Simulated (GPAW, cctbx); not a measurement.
## Reading charge transfer from structure factors

TlFeCl3, P6_3/mmc (no. 194), a = 7.1207 Å, b = 7.1207 Å, c = 5.7857 Å, α = 90.00°, β = 90.00°, γ = 120.00°.

| atom | mult. | x | y | z |
| --- | --- | --- | --- | --- |
| Tl1 | 2 | 2/3 | 1/3 | 1/4 |
| Fe1 | 2 | 0 | 0 | 0 |
| Cl1 | 6 | 0.6755 | 0.8378 | 1/4 |

The start was made by putting kin elements into a known structure type; the compound need not exist, or be stable, in this form.

Absolute values of the static structure factors of the conventional cell from DFT (PBE, GPAW) against free spherical atoms, in electrons:

```
hkl  d (Å)  free atoms  crystal
100  6.167       10.41    10.11
101  4.219      106.78   106.41
110  3.560      164.01   163.68
200  3.083       68.68    68.87
002  2.893      177.28   178.00
201  2.721      186.27   186.78
102  2.619       95.48    95.45
210  2.331       21.62    21.56
112  2.245       73.01    72.97
211  2.162       93.11    93.12
```

**Question.** Which way does charge move, and which reflections show it best?

Project each element's phase sum on the total phase. |F| rises if density moves to atoms that scatter in phase and falls if it moves to atoms that scatter against it; the rule is for low angles, since changes of shape take over beyond. Where all elements are in phase the terms compete, and the compactness of the donor's and the acceptor's density matters too.

| hkl | Tl in phase | Fe in phase | Cl in phase | change (e) | (%) |
| --- | --- | --- | --- | --- | --- |
| 100 | +1.0 | -2.0 | -1.2 | -0.30 | -2.9 |
| 101 | +1.7 | 0.0 | -1.6 | -0.37 | -0.4 |
| 110 | +2.0 | +2.0 | -2.0 | -0.33 | -0.2 |
| 200 | +1.0 | -2.0 | +3.0 | +0.19 | +0.3 |
| 002 | +2.0 | -2.0 | +6.0 | +0.73 | +0.4 |
| 201 | +1.7 | 0.0 | +5.2 | +0.51 | +0.3 |
| 102 | +1.0 | +2.0 | -1.2 | -0.03 | 0.0 |
| 210 | +1.0 | -2.0 | -0.6 | -0.06 | -0.3 |

Low-angle reflections that set elements apart and change by more than 0.05 e: 100, 101, 110, 200, 002, 201 and 210 (102 hardly moves and tells little). The signs fit a gain of density on Cl and a loss on Tl and Fe. The best witness is 100, -2.9 %, where Cl enters with -1.2. The real-space density agrees: Voronoi charges Tl +0.35, Fe +0.17, Cl -0.17 e. The shortest bond, Fe–Cl, has Δρ = +0.03 e/Å³ at its midpoint, low for a shared bond; with the charge transfer this is a polar contact. Limits: a ferromagnetic start is the only order tried, and the real ground state may be antiferromagnetic or insulating; no Hubbard U on Fe.

[Outputs are excerpts: Python notices, other lines and further rows are left out; steps that failed or that the build refused (PBEsol, TPSS) are not shown.]

[Logs are printed without paths, hosts, clocks, repeated set-up lines and the standing remarks that a program may print on its own settings, such as how far it seeks lower states.]
